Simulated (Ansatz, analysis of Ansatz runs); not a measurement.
# Migration barrier of interstitial H in bcc Nb, hop from a tetrahedral to the next tetrahedral site (PBE)

Aim: the migration barrier of interstitial H in bcc Nb, hop from a tetrahedral to the next tetrahedral site, to be set beside the measurement. Set-up: PBE, 32-site cell, PBE lattice, 420 eV, k: 4x4x4 Gamma-centred. The model is a cell of 32 host atoms with 1 H put in. The barrier is the energy of the highest image of a climbing band over the relaxed site that the atom leaves. A local or semilocal functional is the cheapest first rung.

What was measured. Migration barrier: 0.098 eV, by Gorsky effect and other diffusion measurements (T > 250 K); average of cited values (quoted in “Explainable Machine Learning for Hydrogen Diffusion in Metals and Random Binary Alloys”, 2023, G. M. Lu et al., quoting earlier work (1978)). Migration barrier: 0.068 eV (quoted in “Ab-initio study of the transition pathways for single and double interstitial solute (H, N, O, H-H, N-N, and O-O) within bcc refractory metals (Mo and Nb)”, 2024, H. E. Quarshie et al., quoting earlier work (2007)).

Method: plane-wave PAW DFT, PBE; relaxation of all atoms of a defect supercell, in Ansatz 0.2.0.

### 1. The starting structure

The cell holds 33 atoms: 32 Nb and 1 H. Cell: a = 9.358 Å, b = 9.358 Å, c = 9.358 Å, α = 60.0°, β = 60.0°, γ = 60.0°. It derives from Nb (space group Im-3m). Nearest the centre at fractional (0.312, 0.438, 0.562): H33 at 0.00 Å, Nb29 at 1.85 Å, Nb14 at 1.85 Å, Nb4 at 1.85 Å, Nb7 at 1.85 Å, Nb11 at 2.98 Å, Nb13 at 2.98 Å, Nb22 at 2.98 Å.

The host's primitive cell comes from a first run (plane-wave PAW DFT, PBE; relaxation of the host's cell and atoms): vectors of 2.865, 2.865 and 2.865 Å. That is 18.11 Å³ an atom, 0.2 % over the diffraction cell's volume. The supercell is built on it.

### 2. Relaxation, charge 0

A barrier counts from a true minimum, so both ends of the jump are relaxed first.

start/input.yaml

```yaml
relax:
  f_tol: 0.02
  max_steps: 80
  escape_saddle: false
crystal:
  lattice:
    - [0.0, 6.61676841, 6.61676841]
    - [6.61676841, 0.0, 6.61676841]
    - [6.61676841, 6.61676841, 0.0]
  atoms:
    - { symbol: Nb, position: [0.0, 0.0, 0.0] }
    - { symbol: Nb, position: [0.125, 0.125, 0.125] }
    - { symbol: Nb, position: [0.25, 0.25, 0.25] }
    - { symbol: Nb, position: [0.375, 0.375, 0.375] }
    - { symbol: Nb, position: [0.0, 0.0, 0.5] }
    - { symbol: Nb, position: [0.125, 0.125, 0.625] }
    - { symbol: Nb, position: [0.25, 0.25, 0.75] }
    - { symbol: Nb, position: [0.375, 0.375, 0.875] }
    - { symbol: Nb, position: [0.0, 0.5, 0.0] }
    - { symbol: Nb, position: [0.125, 0.625, 0.125] }
    - { symbol: Nb, position: [0.25, 0.75, 0.25] }
    - { symbol: Nb, position: [0.375, 0.875, 0.375] }
    - { symbol: Nb, position: [0.0, 0.5, 0.5] }
    - { symbol: Nb, position: [0.125, 0.625, 0.625] }
    - { symbol: Nb, position: [0.25, 0.75, 0.75] }
    - { symbol: Nb, position: [0.375, 0.875, 0.875] }
    - { symbol: Nb, position: [0.5, 0.0, 0.0] }
    - { symbol: Nb, position: [0.625, 0.125, 0.125] }
    - { symbol: Nb, position: [0.75, 0.25, 0.25] }
    - { symbol: Nb, position: [0.875, 0.375, 0.375] }
    - { symbol: Nb, position: [0.5, 0.0, 0.5] }
    - { symbol: Nb, position: [0.625, 0.125, 0.625] }
    - { symbol: Nb, position: [0.75, 0.25, 0.75] }
    - { symbol: Nb, position: [0.875, 0.375, 0.875] }
    - { symbol: Nb, position: [0.5, 0.5, 0.0] }
    - { symbol: Nb, position: [0.625, 0.625, 0.125] }
    - { symbol: Nb, position: [0.75, 0.75, 0.25] }
    - { symbol: Nb, position: [0.875, 0.875, 0.375] }
    - { symbol: Nb, position: [0.5, 0.5, 0.5] }
    - { symbol: Nb, position: [0.625, 0.625, 0.625] }
    - { symbol: Nb, position: [0.75, 0.75, 0.75] }
    - { symbol: Nb, position: [0.875, 0.875, 0.875] }
    - { symbol: H, position: [0.3125, 0.4375, 0.5625] }
basis:
  ecutwfc: 420
  xc_grid: 2
hamiltonian:
  xc: pbe
kpoints:
  mp_grid: { grid: [4, 4, 4] }
scf:
  occupations: { method: methfessel_paxton, width: 0.1 }
  max_iter: 120
output:
  forces: true
checkpoint:
  write: "../start.run"
  compress: false
  write_wavefunctions: true
  write_every: 100000
```

The run is started by

```bash
ansatz run input.yaml --threads 4 --pin off --max-ram 14131MiB --backend cpu --events-out ev --progress --plain --runs-dir out
```

Numbers of over 12 decimals in the logs are rounded to 6 here.

What it wrote:

```text
[... repeated set-up lines and file paths are left out, and long positions are rounded to six places ...]
Engine: ansatz 0.2.0, aarch64-unknown-linux-gnu
Pseudopotentials: kind: paw
Pseudopotential: Nb, paw, valence charge 13, recommended cutoff 420 eV (normal), Nb.paw.azcp
Pseudopotential: H, paw, valence charge 1, recommended cutoff 420 eV (normal), H.paw.azcp
Functional definition: PBE
  parameter kappa = 0.804
  parameter beta = 0.066725
  exchange = pbe_x(kappa = kappa, mu = beta*pi^2/3)
  correlation = pbe_c(beta = beta)
Crystal: 33 atoms, lattice volume = 579.386 Å³
Basis set: ecut = 420 eV, 11311 PW (Γ), exchange–correlation on 128×128×128 points (8 copies of the dense FFT grid, shifted against one another)
Bands: 251, of which v1, the nominal top of the filled ones, is band 209 counted from 1 (208 counted from 0)
Symmetry: 8 space group operations
Space group: I-42m (ITA 121), of the structure as read, at distance tolerance 8.3e-5 Å
k-points: 13 of 64 (time reversal used)
Non-local potential: Nb, projectors of the file, l = 0: 3, l = 1: 2, l = 2: 2, l = 3: 1
Non-local potential: H, projectors of the file, l = 0: 2, l = 1: 1
PAW form: soft (Blöchl's): semilocal exchange-correlation on the pseudo side does not see the compensation charge
PAW one-centre angular grid: Nb, 590 points (default); XC on 64 Gauss nodes
PAW one-centre angular grid: H, 110 points (default); XC on 64 Gauss nodes
Initial density: superposition of atomic densities (neutral atoms: chi_scale 0, normalization atom), corrected by the library's trained network
Initial wavefunctions: pseudopotential atomic-orbital guess
Functional: x = pbe(κ = 0.804, μ = 0.219515), c = pbe(β = 0.066725)
SCF iter   1: F=—  HF=-145689.088567 eV  |F-HF|=—  |Δ(HF+E_count)|=         —  Δρ=3.37e-3  dr2=5.61e-2  ethr=1.77e-3  ⟨swp⟩=6.9  Hψ=12940  notcnv=0
preconditioner: auto → Kerker (q_TF=auto, 2.583 Å⁻¹)  [metal: Δε(μ)=0.004 eV  Ē_g=3.575 eV  σ=0.100 eV  W_gap=0.04  n_scr=168 (ndim 8)  ℏωp=19.6 eV  f_vac=0.000  D(μ)=53.95/eV (n_scr^D=644)]
SCF iter   2: F=—  HF=-145689.072508 eV  |F-HF|=—  |Δ(HF+E_count)|=   1.61e-2  S|Δr|=    0.00e0  Δρ=2.09e-3  dr2=2.14e-2  ethr=1.35e-5  ⟨swp⟩=2.0  Hψ=4223  notcnv=0
SCF iter   3: F=—  HF=-145689.069082 eV  |F-HF|=—  |Δ(HF+E_count)|=   3.43e-3  S|Δr|=    0.00e0  Δρ=2.28e-4  dr2=1.87e-4  ethr=5.14e-6  ⟨swp⟩=2.0  Hψ=3971  notcnv=0
SCF iter   4: F=—  HF=-145689.070350 eV  |F-HF|=—  |Δ(HF+E_count)|=   1.27e-3  S|Δr|=    0.00e0  Δρ=6.40e-5  dr2=1.66e-5  ethr=4.48e-8  ⟨swp⟩=2.0  Hψ=5080  notcnv=0
SCF iter   5: F=-145689.070351 eV  HF=-145689.070351 eV  |F-HF|=4.22e-8  |Δ(HF+E_count)|=   1.64e-6  S|Δr|=    0.00e0  Δρ=1.17e-5  dr2=4.51e-7  ethr=2.40e-9  ⟨swp⟩=4.0  Hψ=8992  notcnv=0
SCF 1 converged in 5 iterations: F = -145689.070351 eV  dr2 = 4.51e-7
  greatest PAW one-centre occupation: 0.998 electrons in one spin orbital (limit 2), on the Nb atom at site 31 (counted from 0), in its partial waves of l = 0
relax step   1: F+E_penalty+E_count = -145689.07035121 eV  Δ(F+E_penalty+E_count) = +0.000e0 eV  max|allowed force component| = 9.933e-1 eV/Å  Δτ_max = 0.0000 Å  (5 SCF iters, dr2 threshold 1.00e-5 eV, accepted)
[... the SCF cycles and remarks between the steps are left out from here to the last step ...]
relax step   2: F+E_penalty+E_count = -145689.08775524 eV  Δ(F+E_penalty+E_count) = -1.740e-2 eV  max|allowed force component| = 7.325e-1 eV/Å  Δτ_max = 0.1391 Å  (5 SCF iters, dr2 threshold 6.17e-5 eV, accepted)
relax step   3: F+E_penalty+E_count = -145689.23478562 eV  Δ(F+E_penalty+E_count) = -1.470e-1 eV  max|allowed force component| = 1.908e-1 eV/Å  Δτ_max = 0.0814 Å  (5 SCF iters, dr2 threshold 3.35e-5 eV, accepted)
relax step   4: F+E_penalty+E_count = -145689.24505746 eV  Δ(F+E_penalty+E_count) = -1.027e-2 eV  max|allowed force component| = 1.397e-2 eV/Å  Δτ_max = 0.0201 Å  (5 SCF iters, dr2 threshold 2.47e-6 eV, accepted)
iter 1 solved again at ethr=1.72e-10 eV; its pass at ethr=3.10e-3 eV (dr2=7.19e-7 eV) is discarded
SCF iter   1: F=—  HF=-145689.245083 eV  |F-HF|=—  |Δ(HF+E_count)|=         —  Δρ=7.74e-6  dr2=7.19e-7  ethr=1.72e-10  ⟨swp⟩=1.3  Hψ=9087  notcnv=0  defer=200
SCF iter   2: F=—  HF=-145689.245058 eV  |F-HF|=—  |Δ(HF+E_count)|=   2.50e-5  S|Δr|=    0.00e0  Δρ=4.30e-6  dr2=1.65e-7  ethr=1.72e-10  ⟨swp⟩=1.0  Hψ=2922  notcnv=0  defer=200
SCF iter   3: F=-145689.245058 eV  HF=-145689.245058 eV  |F-HF|=2.76e-9  |Δ(HF+E_count)|=   9.40e-9  S|Δr|=    0.00e0  Δρ=8.43e-7  dr2=5.56e-9  ethr=2.40e-11  ⟨swp⟩=4.0  Hψ=8202  notcnv=0
SCF 5 converged in 3 iterations: F = -145689.245058 eV  dr2 = 5.56e-9
relax step   5: F+E_penalty+E_count = -145689.24505799 eV  Δ(F+E_penalty+E_count) = -5.260e-7 eV  max|allowed force component| = 1.411e-2 eV/Å  Δτ_max = 0.0000 Å  (3 SCF iters, accepted)
NSCF: frozen V_eff on 13 k-points
the band table was solved once a step of the walk had ended and its energy, with any forces and stress, was formed, with the checks that follow a solve (12271 applications of the Hamiltonian). They found nothing against the state; [...]
SCF converged after 3 iterations
Stability not checked: this state was not tested for a lower state beside it, because cold or Methfessel-Paxton smearing, or corrected tetrahedra, fill the levels in a way that the test cannot read (fill_not_monotonic; see scf.lower_state_search)
Free energy (F): -145689.245058 eV
Harris-Foulkes:  -145689.245058 eV  (|F-HF|=2.76e-9)
Internal energy: -145689.246038 eV  (E = F + TS)
E sigma→0 (E₀):  -145689.245303 eV
Entropy (-TS):   0.000980 eV (0.030 meV/atom)
Fermi energy:    17.701610 eV
--- Per-component energies (eV) ---
  E_band       = -2181.407879
  E_kinetic    = 12661.858574
  E_local      = -22260.022671  (includes V_loc(G=0)·N_el)
  E_nonlocal   = 3837.448079
  E_hartree    = 6931.150591
  E_xc         = -5634.035307
  E_vxc        = -6836.522539  (∫ρ·V_xc dr)
  E_paw        = -98350.008673  (= ΣΔE_a)
  E_vpaw       = -3446.469144  (= ΣTr[D̂ρ^β])
  E_aug_tail   = -0.001081  (compensation charges beyond the density's cutoff)
  E_ewald      = -42875.635549
  E_smearing   = 0.000980  (= −TS)
  E_closure    = 0.000000  (closes the sum)
  Σ components = -145689.245058   (vs F -145689.245058, Δ=0.00e0)
--- Forces (eV/Å), atoms counted from 1 ---
  atom   1  Nb     0.00000000     0.00218305     0.00609365
  atom   2  Nb     0.00101412     0.00305157    -0.00215492
  atom   3  Nb    -0.00215492    -0.00305157    -0.00101412
  atom   4  Nb    -0.00674252     0.00610622    -0.00000000
  atom   5  Nb     0.00215492    -0.00305157     0.00101412
  atom   6  Nb    -0.00078687    -0.00226728    -0.00691050
  atom   7  Nb    -0.00000000    -0.00610622    -0.00674252
  atom   8  Nb    -0.00094380     0.01410962     0.00000000
  atom   9  Nb     0.00691050     0.00226728    -0.00078687
  atom  10  Nb    -0.00553339     0.00135539     0.00000000
  atom  11  Nb     0.00000000    -0.01410962    -0.00094380
  atom  12  Nb     0.00078687    -0.00226728     0.00691050
  atom  13  Nb     0.00000000    -0.01410962     0.00094380
  atom  14  Nb     0.00674252     0.00610622     0.00000000
  atom  15  Nb     0.00691050     0.00226728     0.00078687
  atom  16  Nb    -0.00101412     0.00305157    -0.00215492
  atom  17  Nb    -0.00000000    -0.00135539    -0.00553339
  atom  18  Nb     0.00609365    -0.00218305     0.00000000
  atom  19  Nb    -0.00691050     0.00226728     0.00078687
  atom  20  Nb    -0.00101412     0.00305157     0.00215492
  atom  21  Nb    -0.00691050     0.00226728    -0.00078687
  atom  22  Nb     0.00094380     0.01410962     0.00000000
  atom  23  Nb    -0.00000000    -0.00135539     0.00553339
  atom  24  Nb     0.00078687    -0.00226728    -0.00691050
  atom  25  Nb    -0.00215492    -0.00305157     0.00101412
  atom  26  Nb    -0.00078687    -0.00226728     0.00691050
  atom  27  Nb     0.00000000     0.00218305    -0.00609365
  atom  28  Nb     0.00553339     0.00135539    -0.00000000
  atom  29  Nb    -0.00000000    -0.00610622     0.00674252
  atom  30  Nb     0.00101412     0.00305157     0.00215492
  atom  31  Nb     0.00215492    -0.00305157    -0.00101412
  atom  32  Nb    -0.00609365    -0.00218305     0.00000000
  atom  33  H      0.00000000     0.00000000     0.00000000
  max |Σ_I F_I| component: 1.13e-17 eV/Å
--- Band table (eV; the first three rows and the last of 13) ---
  k-point 0: bands = ["-36.6484", "-36.5142", "-36.5142", "-36.5027", [... 243 left out ...] "20.9826", "20.9905", "20.9917", "20.9969"]
  k-point 1: bands = ["-36.6354", "-36.5496", "-36.5173", "-36.5074", [... 243 left out ...] "20.7788", "20.8292", "20.8404", "20.8467"]
  [... further k-points left out ...]
--- Relaxed structure (5 steps of the walk, 5 accepted, 0 SCFs on fresh bases) ---
  F+E_penalty+E_count = -145689.24505799 eV   max|allowed force component| = 1.411e-2 eV/Å
  atoms:
    - { symbol: Nb, position: [-8.859716320806224e-5, -0.000842, 0.000842] }
    - { symbol: Nb, position: [0.124497, 0.123120, 0.126928] }
    - { symbol: Nb, position: [0.250455, 0.249497, 0.248120] }
    - { symbol: Nb, position: [0.376508, 0.373492, 0.367051] }
    - { symbol: Nb, position: [-0.001880, 0.001928, 0.500455] }
    - { symbol: Nb, position: [0.124866, 0.123929, 0.626447] }
    - { symbol: Nb, position: [0.248492, 0.242051, 0.757949] }
    - { symbol: Nb, position: [0.375117, 0.374883, 0.876105] }
    - { symbol: Nb, position: [-0.001071, 0.501447, -0.000242] }
    - { symbol: Nb, position: [0.124309, 0.625691, 0.124305] }
    - { symbol: Nb, position: [0.249883, 0.751105, 0.248895] }
    - { symbol: Nb, position: [0.376447, 0.874758, 0.374866] }
    - { symbol: Nb, position: [-0.001105, 0.500117, 0.499883] }
    - { symbol: Nb, position: [0.117051, 0.632949, 0.626508] }
    - { symbol: Nb, position: [0.248553, 0.751071, 0.750134] }
    - { symbol: Nb, position: [0.374545, 0.873072, 0.876880] }
    - { symbol: Nb, position: [0.500691, -0.000695, 0.000695] }
    - { symbol: Nb, position: [0.625089, 0.124911, 0.124158] }
    - { symbol: Nb, position: [0.749758, 0.249866, 0.248929] }
    - { symbol: Nb, position: [0.876928, 0.375455, 0.374497] }
    - { symbol: Nb, position: [0.500134, 0.000242, 0.498553] }
    - { symbol: Nb, position: [0.626105, 0.123895, 0.625117] }
    - { symbol: Nb, position: [0.750695, 0.249309, 0.750691] }
    - { symbol: Nb, position: [0.875242, 0.373553, 0.876071] }
    - { symbol: Nb, position: [0.500503, 0.499545, -0.001928] }
    - { symbol: Nb, position: [0.626071, 0.625134, 0.125242] }
    - { symbol: Nb, position: [0.750842, 0.750089, 0.249911] }
    - { symbol: Nb, position: [0.874305, 0.875695, 0.374309] }
    - { symbol: Nb, position: [0.507949, 0.501508, 0.498492] }
    - { symbol: Nb, position: [0.626880, 0.625503, 0.624545] }
    - { symbol: Nb, position: [0.748072, 0.751880, 0.750503] }
    - { symbol: Nb, position: [0.874158, 0.875842, 0.875089] }
    - { symbol: H, position: [0.3125, 0.4375, 0.5625] }
```

Run time: 4.8 min. Hardware: 4 threads of Arm Neoverse V1, shared host; peak memory 4 GiB.

The steps of the relaxation:

| step | energy less that of the first step (eV) | largest force component (eV/Å) |
| --- | --- | --- |
| 1 | 0.0000 | 0.9933 |
| 2 | -0.0174 | 0.7325 |
| 3 | -0.1644 | 0.1908 |
| 4 | -0.1747 | 0.0140 |
| 5 | -0.1747 | 0.0141 |

Forces are held to the 8 operations that the run works with; a distortion that breaks them can't arise in this run.

The atoms that moved most (Å):

| atom | dx | dy | dz | length |
| --- | --- | --- | --- | --- |
| Nb14 | 0.063 | -0.043 | 0.000 | 0.076 |
| Nb7 | 0.000 | 0.043 | -0.063 | 0.076 |
| Nb29 | 0.000 | 0.043 | 0.063 | 0.076 |
| Nb4 | -0.063 | -0.043 | 0.000 | 0.076 |
| Nb20 | 0.000 | 0.009 | 0.016 | 0.018 |
| Nb30 | 0.000 | 0.009 | 0.016 | 0.018 |
| Nb31 | 0.016 | -0.009 | 0.000 | 0.018 |
| Nb16 | 0.000 | 0.009 | -0.016 | 0.018 |

Neighbours of H33 at the end:

| atom | distance (Å) |
| --- | --- |
| Nb4 | 1.924 |
| Nb29 | 1.924 |
| Nb7 | 1.924 |
| Nb14 | 1.924 |
| Nb13 | 2.992 |
| Nb11 | 2.992 |
| Nb8 | 2.992 |
| Nb22 | 2.992 |

Numbers from this step:

| Item | Value |
| --- | --- |
| free energy | -145689.2451 eV |
| smearing term TS | -9.80e-4 eV |

The series, run alike:

| run | outcome | energy less the first (eV) | moment (μB) | time |
| --- | --- | --- | --- | --- |
| relaxation, charge 0 | converged | 0.0000 | 0.00 | 4.8 min |
| relaxation, charge 0 | converged | 0.0000 | 0.00 | 4.8 min |

The relaxation ends 5.3 meV an atom lower, with a largest force component of 0.014 eV/Å.

[end of part 1 of 2]

[Logs are printed without paths, hosts, clocks, repeated set-up lines and the standing remarks that a program may print on its own settings, such as how far it seeks lower states.]

[Hosts, paths, dates, database ids (printed as entryN), source tags and the programs' standing remarks are cut or masked in the printed files.]

[For some hosts the program warned that the k-mesh of the response run may be too coarse for force constants and the static dielectric constant; such warnings are not shown here.]
